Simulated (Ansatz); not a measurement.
**Phonons of AlRh (Pm-3m) against volume**

Aim: how the phonons of AlRh (Pm-3m) shift with volume, and the thermal expansion that follows.

Method: DFT PBEsol, scalar-relativistic, plane waves, PAW, in Ansatz 0.2.0.

## (1) The starting structure

The structure is cubic, space group Pm-3m (No. 221). The conventional cell has a = 2.972 Å, b = 2.972 Å, c = 2.972 Å, α = 90.00°, β = 90.00°, γ = 90.00°. Nearest to Al lie 8 Rh at 2.57 Å. Rh has 8 Al at 2.57 Å nearest. Farther neighbours are not listed.

## (2) Phonons on a q mesh

The cell comes from relaxations at this level that are not shown. Stability and thermal properties need the whole zone. Linear response on a 4×4×4 q mesh gives force constants as far as a supercell of that size would.

input.yaml reads:

```yaml
crystal:
  lattice:
    - [2.9719338076, 0.0, 0.0]
    - [0.0, 2.9719338076, 0.0]
    - [0.0, 0.0, 2.9719338076]
  atoms:
    - { symbol: Al, position: [0.0, 0.0, 0.0] }
    - { symbol: Rh, position: [0.5, 0.5, 0.5] }
kpoints:
  mp_grid: { grid: [12, 12, 12] }
hamiltonian:
  xc: pbesol
scf:
  occupations: { method: methfessel_paxton, width: 0.15 }
output:
  eigenvalues: true
phonons:
  method: dfpt
  qmesh: [4, 4, 4]
  temperatures: { t_max: 1000, t_step: 50 }
  qpath:
    path:
      - [[0.0, 0.0, 0.0], [0.0, 0.5, 0.0], [0.5, 0.5, 0.0], [0.0, 0.0, 0.0], [0.5, 0.5, 0.5], [0.0, 0.5, 0.0]]
      - [[0.5, 0.5, 0.5], [0.5, 0.5, 0.0]]
    npoints: 10
```

Launch:

```sh
$ ansatz run input.yaml --threads 4 --pin off --max-ram 7168MiB --backend cpu --events-out ev --progress --plain --runs-dir out
```

Numbers of over 12 decimals in the logs are rounded to 6 here.

The log of the run:

```text
Engine: ansatz 0.2.0, aarch64-unknown-linux-gnu
Pseudopotentials: kind: paw
Pseudopotential: Al, paw, valence charge 3, recommended cutoff 420 eV (normal), Al.paw.azcp
Pseudopotential: Rh, paw, valence charge 17, recommended cutoff 420 eV (normal), Rh.paw.azcp
Functional definition: PBEsol
  exchange = pbesol_x
  correlation = pbesol_c
Crystal: 2 atoms, lattice volume = 26.249 Å³
Basis set: ecut = 420 eV, 485 PW (Γ), exchange–correlation on 40×40×40 points (8 copies of the dense FFT grid, shifted against one another)
Bands: 14, of which v1, the nominal top of the filled ones, is band 10 counted from 1 (9 counted from 0)
Symmetry: 48 space group operations
k-points: 84 of 1728
Non-local potential: Al, projectors of the file, l = 0: 2, l = 1: 2, l = 2: 1
Non-local potential: Rh, projectors of the file, l = 0: 3, l = 1: 2, l = 2: 2, l = 3: 1
PAW form: soft (Blöchl's): semilocal exchange-correlation on the pseudo side does not see the compensation charge
PAW frozen core: Al, regenerated for the run's functional, and the local potential with it (the file was generated under x = pbe(κ = 0.804, μ = 0.219515), c = pbe(β = 0.066725))
PAW frozen core: Rh, regenerated for the run's functional, and the local potential with it (the file was generated under x = pbe(κ = 0.804, μ = 0.219515), c = pbe(β = 0.066725))
PAW one-centre angular grid: Al, 110 points (default); XC on 64 Gauss nodes
PAW one-centre angular grid: Rh, 590 points (default); XC on 64 Gauss nodes
Initial density: superposition of atomic densities (neutral atoms: chi_scale 0, normalization atom), corrected by the library's trained network
Initial wavefunctions: pseudopotential atomic-orbital guess
Functional: x = pbesol(κ = 0.804, μ = 0.123457), c = pbesol(β = 0.046)
SCF iter   1: F=—  HF=-6865.473348 eV  |F-HF|=—  |Δ(HF+E_count)|=         —  Δρ=8.27e-3  dr2=1.86e-2  ethr=1.77e-3  ⟨swp⟩=4.6  Hψ=5664  notcnv=0
preconditioner: auto → none  [metal: Δε(μ)=0.037 eV  Ē_g=9.357 eV  σ=0.150 eV  W_gap=0.21  n_scr=6 (ndim 8)  ℏωp=25.1 eV  f_vac=0.000  D(μ)=0.54/eV (n_scr^D=0)  sad-step TF]
SCF iter   2: F=—  HF=-6865.471011 eV  |F-HF|=—  |Δ(HF+E_count)|=   2.34e-3  S|Δr|=    0.00e0  Δρ=4.33e-3  dr2=5.54e-3  ethr=9.28e-5  ⟨swp⟩=1.0  Hψ=1848  notcnv=0
SCF iter   3: F=—  HF=-6865.469894 eV  |F-HF|=—  |Δ(HF+E_count)|=   1.12e-3  S|Δr|=    0.00e0  Δρ=3.05e-4  dr2=1.57e-5  ethr=2.77e-5  ⟨swp⟩=2.2  Hψ=1507  notcnv=0
SCF iter   4: F=—  HF=-6865.469896 eV  |F-HF|=—  |Δ(HF+E_count)|=   1.91e-6  S|Δr|=    0.00e0  Δρ=4.71e-5  dr2=2.97e-7  ethr=7.83e-8  ⟨swp⟩=2.5  Hψ=1897  notcnv=0
SCF iter   5: F=—  HF=-6865.469896 eV  |F-HF|=—  |Δ(HF+E_count)|=   5.27e-7  S|Δr|=    0.00e0  Δρ=4.33e-6  dr2=1.01e-9  ethr=1.49e-9  ⟨swp⟩=2.7  Hψ=2020  notcnv=0
SCF iter   6: F=-6865.469896 eV  HF=-6865.469896 eV  |F-HF|=9.09e-13  |Δ(HF+E_count)|=  2.38e-10  S|Δr|=    0.00e0  Δρ=2.45e-7  dr2=6.07e-12  ethr=1.00e-12  ⟨swp⟩=4.3  Hψ=5838  notcnv=0
SCF 1 converged in 6 iterations: F = -6865.469896 eV  dr2 = 6.07e-12
  greatest PAW one-centre occupation: 1.000 electrons in one spin orbital (limit 2), on the Rh atom at site 1 (counted from 0), in its partial waves of l = 0
Initial density: read from a saved state, or passed on in memory by an earlier SCF of this step, an earlier step, the calling program or the single point that the run made first
iter 1 solved again at ethr=1.24e-8 eV; its pass at ethr=3.10e-3 eV (dr2=2.48e-6 eV) is discarded
SCF iter   1: F=—  HF=-6865.469896 eV  |F-HF|=—  |Δ(HF+E_count)|=         —  Δρ=4.42e-7  dr2=1.47e-11  ethr=1.24e-8  ⟨swp⟩=3.0  Hψ=9121  notcnv=0
eigensolver tolerance schedule: the retry pair's looser diagonalisation over-reported the residual by 168660.51 of it (diagonalisation noise at 2.07 of the residual, at the tolerance the schedule requests for it); recorded, not acted on — ethr = c·dr2/N_el stays at c = 1.0e-1
preconditioner: auto → none  [metal: Δε(μ)=0.038 eV  Ē_g=9.379 eV  σ=0.150 eV  W_gap=0.21  n_scr=6 (ndim 8)  ℏωp=25.1 eV  f_vac=0.000  D(μ)=0.57/eV (n_scr^D=0)]
SCF iter   2: F=-6865.469896 eV  HF=-6865.469896 eV  |F-HF|=1.82e-12  |Δ(HF+E_count)|=   4.56e-9  S|Δr|=    0.00e0  Δρ=1.25e-7  dr2=1.99e-12  ethr=1.00e-12  ⟨swp⟩=2.8  Hψ=5561  notcnv=0
SCF 2 converged in 2 iterations: F = -6865.469896 eV  dr2 = 1.99e-12
phonons: the bands overlap, so this run is a metal and interpolates without the dipole-dipole term. If the crystal is really an insulator or semiconductor, its LO-TO splitting is missing
NSCF: frozen V_eff on 84 k-points
NSCF: frozen V_eff on 196 k-points
DFPT response loops at q = (0, 0, 0) (fractional): preconditioner auto → Kerker (q_TF=auto, 2.607 Å⁻¹) (partly filled bands, converged f_vac=0.000); β = 1.00, the filter's whole step (`scf.mixing.beta` (0.50) is not read by the response loops under this deck's `scf.mixing.preconditioner`; to damp them name `kerker` or `kerker_dos`, under which they read `scf.mixing.beta`, and type it under 1.00, their step now; both keys bind the ground state too); Broyden in place of MSR1
NSCF: frozen V_eff on 1176 k-points
DFPT response loops at q = (0, 0, 0.25) (fractional): mixed as the last ones told, above
NSCF: frozen V_eff on 686 k-points
DFPT response loops at q = (0, 0, -0.5) (fractional): mixed as the last ones told, above
NSCF: frozen V_eff on 2016 k-points
DFPT response loops at q = (0, 0.25, 0.25) (fractional): mixed as the last ones told, above
NSCF: frozen V_eff on 1176 k-points
DFPT response loops at q = (0, 0.25, -0.5) (fractional): mixed as the last ones told, above
NSCF: frozen V_eff on 686 k-points
DFPT response loops at q = (0, -0.5, -0.5) (fractional): mixed as the last ones told, above
NSCF: frozen V_eff on 1872 k-points
DFPT response loops at q = (0.25, 0.25, 0.25) (fractional): mixed as the last ones told, above
NSCF: frozen V_eff on 2016 k-points
DFPT response loops at q = (0.25, 0.25, -0.5) (fractional): mixed as the last ones told, above
NSCF: frozen V_eff on 1176 k-points
DFPT response loops at q = (0.25, -0.5, -0.5) (fractional): mixed as the last ones told, above
NSCF: frozen V_eff on 392 k-points
DFPT response loops at q = (-0.5, -0.5, -0.5) (fractional): mixed as the last ones told, above
SCF converged after 6 iterations
Stability not checked: this state was not tested for a lower state beside it, because cold or Methfessel-Paxton smearing, or corrected tetrahedra, fill the levels in a way that the test cannot read (fill_not_monotonic; see scf.lower_state_search)
Free energy (F): -6865.469896 eV
Harris-Foulkes:  -6865.469896 eV  (|F-HF|=9.09e-13)
Internal energy: -6865.469913 eV  (E = F + TS)
E sigma→0 (E₀):  -6865.469900 eV
Entropy (-TS):   0.000017 eV (0.009 meV/atom)
Fermi energy:    17.139638 eV
Step filling:    the computed levels leave a gap of 0.0378 eV = 0.3 smearing widths at the electron count; against every level under it full and every level over it empty, smearing changes F+E_penalty+E_count by -0.428 meV and its σ→0 estimate by -0.432 meV
--- Per-component energies (eV) ---
  E_band       = -145.048823
  E_kinetic    = 603.265191
  E_local      = -2166.617425  (includes V_loc(G=0)·N_el)
  E_nonlocal   = 366.927799
  E_hartree    = 819.486374
  E_xc         = -262.666189
  E_vxc        = -310.615878  (∫ρ·V_xc dr)
  E_paw        = -3979.650550  (= ΣΔE_a)
  E_vpaw       = -276.982212  (= ΣTr[D̂ρ^β])
  E_aug_tail   = 0.000845  (compensation charges beyond the density's cutoff)
  E_ewald      = -2246.511297
  E_core_change = 0.295339  (= ΣΔE_core)
  E_smearing   = 0.000017  (= −TS)
  E_closure    = -0.000000  (closes the sum)
  Σ components = -6865.469896   (vs F -6865.469896, Δ=0.00e0)
--- Band table (eV; the first three rows and the last of 84) ---
  k-point 0: bands = [... 6 lower, 12.0713, 15.3869, 15.3869, 15.3869, 22.1559, 22.1559, 22.1559, 26.6717]
  k-point 1: bands = [... 6 lower, 12.1175, 15.2537, 15.2537, 15.4008, 21.4269, 22.3959, 22.3959, 26.4408]
  k-point 2: bands = [... 6 lower, 12.2306, 14.9220, 14.9220, 15.4389, 20.0308, 23.0487, 23.0487, 25.8439]
  k-point 83: bands = [... 6 lower, 11.1601, 16.6402, 16.6402, 18.9115, 19.9210, 19.9210, 19.9210, 23.8812]
--- Phonons (Γ-DFPT): 2 representative perturbations + reference (Σ response iterations 6) ---
  ASR residual: 1.680e-4 → 0.000e0 eV/Å²; symmetrization residual: 3.086e-6 eV/Å²
  ASR residual per site (eV/Å²): 1.03e-4 1.68e-4
  Γ frequencies (cm⁻¹): 0.00 0.00 0.00 288.46 288.46 288.46
--- Phonons (arbitrary-q DFPT): 10 irreducible q on the 4×4×4 mesh ---
  q = [0.0000, 0.0000, 0.0000] (star 1, of the zone-centre solve; hermiticity 9.44e-7, symmetrization 7.94e-13): -0.00 0.00 0.00 288.46 288.46 288.46
  q = [0.0000, 0.0000, 0.2500] (star 6, 4 solved perturbations in 1848 linear systems a pass and spin channel, the states on 588 of 1728 k-point pairs; hermiticity 3.13e-7, symmetrization 2.61e-13): 97.00 97.00 161.48 284.22 284.22 362.08
  q = [0.0000, 0.0000, -0.5000] (star 3, 4 solved perturbations in 1078 linear systems a pass and spin channel, the states on 343 of 1728 k-point pairs; hermiticity 8.34e-7, symmetrization 4.18e-7): 138.71 138.71 221.83 280.80 280.80 413.45
  q = [0.0000, 0.2500, 0.2500] (star 12, 4 solved perturbations in 3108 linear systems a pass and spin channel, the states on 1008 of 1728 k-point pairs; hermiticity 2.46e-7, symmetrization 7.32e-14): 120.62 125.70 184.29 277.21 315.29 346.29
  q = [0.0000, 0.2500, -0.5000] (star 12, 6 solved perturbations on 588 of 1728 k-point pairs; hermiticity 3.29e-7, symmetrization 1.01e-8): 143.46 160.06 187.89 269.71 316.26 360.60
  q = [0.0000, -0.5000, -0.5000] (star 3, 4 solved perturbations in 1078 linear systems a pass and spin channel, the states on 343 of 1728 k-point pairs; hermiticity 2.11e-7, symmetrization 4.39e-12): 152.34 166.87 166.87 258.99 339.83 339.83
  q = [0.2500, 0.2500, 0.2500] (star 8, 2 solved perturbations on 936 of 1728 k-point pairs; hermiticity 1.58e-7, symmetrization 5.37e-13): 150.82 150.82 188.98 310.32 310.32 325.55
  q = [0.2500, 0.2500, -0.5000] (star 12, 4 solved perturbations in 3108 linear systems a pass and spin channel, the states on 1008 of 1728 k-point pairs; hermiticity 1.96e-7, symmetrization 5.26e-9): 165.54 167.92 182.80 307.19 308.17 344.95
  q = [0.2500, -0.5000, -0.5000] (star 6, 4 solved perturbations in 1848 linear systems a pass and spin channel, the states on 588 of 1728 k-point pairs; hermiticity 1.83e-7, symmetrization 3.52e-9): 166.85 187.05 187.05 299.76 335.82 335.82
  q = [-0.5000, -0.5000, -0.5000] (star 1, 2 solved perturbations on 196 of 1728 k-point pairs; hermiticity 2.05e-10, symmetrization 1.02e-10): 201.04 201.04 201.04 333.93 333.93 333.93
  sum rule: each row above includes the acoustic sum rule's correction from the zone centre's row sums; it moved no ω² by more than (1.02 cm⁻¹)²
  mesh force constants: q→R imaginary residual 2.19e-18; ASR residual 1.680e-4 → 0.000e0 eV/Å²; symmetrization residual 8.882e-15 eV/Å²
  interpolated dispersion: 62 rows × 6 modes
  density of states and harmonic sums: on the 24×24×24 q-mesh, interpolated from the force constants of a 4×4×4 supercell (no non-analytic term)
  largest difference from the sums on the solved wave vectors: F 1.10e-2 eV, S 1.50e-5 and C_V 4.02e-6 eV/K
  zero-point energy: 0.088123 eV/cell   skipped modes (ω ≤ 0): 3   left out of the sums: 3.62e-5 of the cell's modes: C_V's classical limit lies that fraction below 3 k_B per atom; for a crystal, a wire or a layer, F and S can be off by more, and a phonons.interpolated_qmesh denser along its periods is the remedy for the sampling
```

It took 1.8 min on 4 threads of Arm Neoverse V2, shared host; peak memory 1.2 GiB; 6.9 min of CPU time.

In the SCF lines HF is the Harris–Foulkes energy and dr2 the Hartree energy of the density residual, in eV; the loop may stop once dr2 is under the threshold and the program's other checks hold. Hψ counts applications of the Hamiltonian.

This step gave:

```yaml
volume_per_atom: 13.12 Å³
gap_on_the_k_mesh: 0 eV
sum_rule_residual_before_enforcement: 1.68e-4 eV/Å²
lowest_frequency_on_the_path: 0 cm⁻¹
point_group: m-3m
highest_frequency_on_the_path_or_at_a_solved_wavevector: 413.4 cm⁻¹
mean_frequency: 236.9 cm⁻¹
debye_temperature_second_moment: 468 K
logarithmic_mean_frequency: 220.1 cm⁻¹
highest_optical_mode_at_the_zone_centre_no_lo_to_term: 288.5 cm⁻¹
lowest_optical_zone_centre_mode: 288.5 cm⁻¹
lowest_mode_on_the_q_mesh_acoustic_modes_at_gamma_apart: 97 cm⁻¹
zero_point_energy_per_atom: 44.06 meV
heat_capacity_at_300_k: 22.20 J/(mol atoms K)
vibrational_entropy_at_300_k: 25.04 J/(mol atoms K)
edges_of_the_widest_gap_between_branches_on_path_and_mesh: 221.8, 259 cm⁻¹
```

Frequencies (cm⁻¹) solved at each irreducible wavevector; negative means imaginary. Frequencies by wavevector, by row:

| q in reciprocal lattice units | star | mode 1 | mode 2 | mode 3 | mode 4 | mode 5 | mode 6 |
| --- | --- | --- | --- | --- | --- | --- | --- |
| 0 0 0 | 1 | 0 | 0 | 0 | 288.5 | 288.5 | 288.5 |
| 0 0 0.25 | 6 | 97 | 97 | 161.5 | 284.2 | 284.2 | 362.1 |
| 0 0 -0.5 | 3 | 138.7 | 138.7 | 221.8 | 280.8 | 280.8 | 413.4 |
| 0 0.25 0.25 | 12 | 120.6 | 125.7 | 184.3 | 277.2 | 315.3 | 346.3 |
| 0 0.25 -0.5 | 12 | 143.5 | 160.1 | 187.9 | 269.7 | 316.3 | 360.6 |
| 0 -0.5 -0.5 | 3 | 152.3 | 166.9 | 166.9 | 259 | 339.8 | 339.8 |
| 0.25 0.25 0.25 | 8 | 150.8 | 150.8 | 189 | 310.3 | 310.3 | 325.6 |
| 0.25 0.25 -0.5 | 12 | 165.5 | 167.9 | 182.8 | 307.2 | 308.2 | 344.9 |
| 0.25 -0.5 -0.5 | 6 | 166.8 | 187.1 | 187.1 | 299.8 | 335.8 | 335.8 |
| -0.5 -0.5 -0.5 | 1 | 201 | 201 | 201 | 333.9 | 333.9 | 333.9 |

Symmetry leaves 10 wavevectors to solve. The lowest mode among them, the acoustic zeros apart, lies at q = (0, 0, 0.25) and is real, 97.0 cm⁻¹.

## (3) Relaxing at another volume, volume ratio 0.97

The volume is scaled by 0.97 and held; symmetry leaves nothing to relax, so this is a single point. The modes can then be followed against volume.

input.yaml, the sections that differ from step 2:

```yaml
crystal:
  lattice:
    - [2.9419122216, 0.0, 0.0]
    - [0.0, 2.9419122216, 0.0]
    - [0.0, 0.0, 2.9419122216]
  atoms:
    - { symbol: Al, position: [0.0, 0.0, 0.0] }
    - { symbol: Rh, position: [0.5, 0.5, 0.5] }
output:
  forces: true
  stress: true
  eigenvalues: true
# kpoints, hamiltonian, scf: as in step 2
# phonons: removed
```

The log of the run:

```text
[...]
Crystal: 2 atoms, lattice volume = 25.462 Å³
Basis set: ecut = 420 eV, 485 PW (Γ), exchange–correlation on 40×40×40 points (8 copies of the dense FFT grid, shifted against one another)
Bands: 14, of which v1, the nominal top of the filled ones, is band 10 counted from 1 (9 counted from 0)
Symmetry: 48 space group operations
[...]
k-points: 84 of 1728
[...]
--- Band table (eV; the first three rows and the last of 84) ---
  k-point 0: bands = [... 6 lower, 12.5007, 15.9780, 15.9780, 15.9780, 22.9108, 22.9108, 22.9108, 27.4525]
  k-point 1: bands = [... 6 lower, 12.5509, 15.8387, 15.8387, 15.9926, 22.1763, 23.1578, 23.1578, 27.2031]
  k-point 2: bands = [... 6 lower, 12.6670, 15.4920, 15.4920, 16.0329, 20.7662, 23.8270, 23.8270, 26.5627]
  k-point 83: bands = [... 6 lower, 11.5863, 17.2950, 17.2950, 19.7230, 20.5824, 20.5824, 20.5824, 24.7540]
[key lines of the parts left out:]
SCF converged after 5 iterations
Free energy (F): -6865.453311 eV
Fermi energy:    17.804655 eV
P = ⅓ Tr σ = 6.9357 GPa (69.357 kbar)
```

Wall time 0.5 s (4 threads); peak memory 0.29 GiB; 1.4 s of CPU time.

Numbers from this step:

```
pressure        : 6.936 GPa
volume per atom : 12.73 Å³
```

The run ends at a pressure of 6.94 GPa.

## (4) Phonons at the other volume, volume ratio 0.97

The phonons are repeated at this volume on the same k and q meshes.

input.yaml, the sections that differ from step 3:

```yaml
output:
  eigenvalues: true
phonons:
  method: dfpt
  qmesh: [4, 4, 4]
  temperatures: { t_max: 1000, t_step: 50 }
  qpath:
    path:
      - [[0.0, 0.0, 0.0], [0.0, 0.5, 0.0], [0.5, 0.5, 0.0], [0.0, 0.0, 0.0], [0.5, 0.5, 0.5], [0.0, 0.5, 0.0]]
      - [[0.5, 0.5, 0.5], [0.5, 0.5, 0.0]]
    npoints: 10
# crystal, kpoints, hamiltonian, scf: as in step 3
```

The log of the run:

```text
[...]
Crystal: 2 atoms, lattice volume = 25.462 Å³
Basis set: ecut = 420 eV, 485 PW (Γ), exchange–correlation on 40×40×40 points (8 copies of the dense FFT grid, shifted against one another)
Bands: 14, of which v1, the nominal top of the filled ones, is band 10 counted from 1 (9 counted from 0)
Symmetry: 48 space group operations
k-points: 84 of 1728
[...]
SCF iter   1: F=—  HF=-6865.456869 eV  |F-HF|=—  |Δ(HF+E_count)|=         —  Δρ=8.42e-3  dr2=1.85e-2  ethr=1.77e-3  ⟨swp⟩=4.5  Hψ=5655  notcnv=0
[...]
SCF iter   6: F=-6865.453311 eV  HF=-6865.453311 eV  |F-HF|=3.64e-12  |Δ(HF+E_count)|=  2.88e-10  S|Δr|=    0.00e0  Δρ=2.22e-7  dr2=4.47e-12  ethr=1.00e-12  ⟨swp⟩=4.5  Hψ=5840  notcnv=0
SCF 1 converged in 6 iterations: F = -6865.453311 eV  dr2 = 4.47e-12
[...]
SCF iter   2: F=-6865.453311 eV  HF=-6865.453311 eV  |F-HF|=1.82e-12  |Δ(HF+E_count)|=   4.21e-9  S|Δr|=    0.00e0  Δρ=1.23e-7  dr2=2.73e-12  ethr=1.00e-12  ⟨swp⟩=2.7  Hψ=5528  notcnv=0
SCF 2 converged in 2 iterations: F = -6865.453311 eV  dr2 = 2.73e-12
[...]
NSCF: frozen V_eff on 84 k-points
[...]
SCF converged after 6 iterations
[...]
Free energy (F): -6865.453311 eV
[...]
Internal energy: -6865.453232 eV  (E = F + TS)
E sigma→0 (E₀):  -6865.453291 eV
Entropy (-TS):   -0.000079 eV (-0.039 meV/atom)
Fermi energy:    17.804655 eV
[...]
--- Band table (eV; the first three rows and the last of 84) ---
  k-point 0: bands = [... 6 lower, 12.5007, 15.9780, 15.9780, 15.9780, 22.9108, 22.9108, 22.9108, 27.4525]
  k-point 1: bands = [... 6 lower, 12.5509, 15.8387, 15.8387, 15.9926, 22.1763, 23.1578, 23.1578, 27.2031]
  k-point 2: bands = [... 6 lower, 12.6670, 15.4920, 15.4920, 16.0329, 20.7662, 23.8270, 23.8270, 26.5627]
  k-point 83: bands = [... 6 lower, 11.5863, 17.2950, 17.2950, 19.7230, 20.5824, 20.5824, 20.5824, 24.7540]
[...]
ASR residual: 1.389e-4 → 0.000e0 eV/Å²; symmetrization residual: 2.852e-6 eV/Å²
  ASR residual per site (eV/Å²): 6.47e-5 1.39e-4
  Γ frequencies (cm⁻¹): 0.00 0.00 0.00 308.12 308.12 308.12
--- Phonons (arbitrary-q DFPT): 10 irreducible q on the 4×4×4 mesh ---
[...]
interpolated dispersion: 62 rows × 6 modes
[...]
```

Wall time 1.8 min (4 threads); peak memory 1.2 GiB; 6.8 min of CPU time.

This step gave:

| Quantity | Value |
| --- | --- |
| sum-rule residual before enforcement | 1.39e-4 eV/Å² |
| highest frequency on the path or at a solved wavevector | 433.5 cm⁻¹ |
| mean frequency | 251 cm⁻¹ |
| Debye temperature (second moment) | 496 K |
| logarithmic mean frequency | 233 cm⁻¹ |
| highest optical mode at the zone centre (no LO-TO term) | 308.1 cm⁻¹ |
| lowest optical zone-centre mode | 308.1 cm⁻¹ |
| lowest mode on the q mesh (acoustic modes at Γ apart) | 102.6 cm⁻¹ |
| zero-point energy per atom | 46.69 meV |
| heat capacity at 300 K | 21.89 J/(mol atoms K) |
| vibrational entropy at 300 K | 23.78 J/(mol atoms K) |
| edges of the widest gap between branches, on path and mesh | 234.8, 275.8 cm⁻¹ |

Frequencies (cm⁻¹) solved at each irreducible wavevector; negative means imaginary. Frequencies by wavevector, by row:

```
q in reciprocal lattice units  star  mode 1  mode 2  mode 3  mode 4  mode 5  mode 6
                        0 0 0     1       0       0       0   308.1   308.1   308.1
                     0 0 0.25     6   102.6   102.6   170.7   302.5   302.5   382.1
                     0 0 -0.5     3   148.1   148.1   234.8     297     297   433.5
                  0 0.25 0.25    12   127.9   130.7     196   294.7   336.5   364.2
                  0 0.25 -0.5    12   152.6   169.2   196.9   286.2   336.6   381.4
                  0 -0.5 -0.5     3   161.4   173.7   173.7   275.8   362.6   362.6
               0.25 0.25 0.25     8   159.3   159.3   199.6   329.8   329.8   344.1
               0.25 0.25 -0.5    12   174.6   180.2     192   324.4   328.9   365.4
               0.25 -0.5 -0.5     6     179   197.4   197.4   317.3   356.6   356.6
               -0.5 -0.5 -0.5     1   215.7   215.7   215.7   352.2   352.2   352.2
```

The highest optical mode at the zone centre (no LO-TO term) is 308.1 cm⁻¹, +19.7 cm⁻¹ against the base run.

(Continued in part 2 of 2.)

[Logs are printed without paths, hosts, clocks, repeated set-up lines and the standing remarks that a program may print on its own settings, such as how far it seeks lower states.]

[Hosts, paths, dates, database ids (printed as entryN), source tags and the programs' standing remarks are cut or masked in the printed files.]
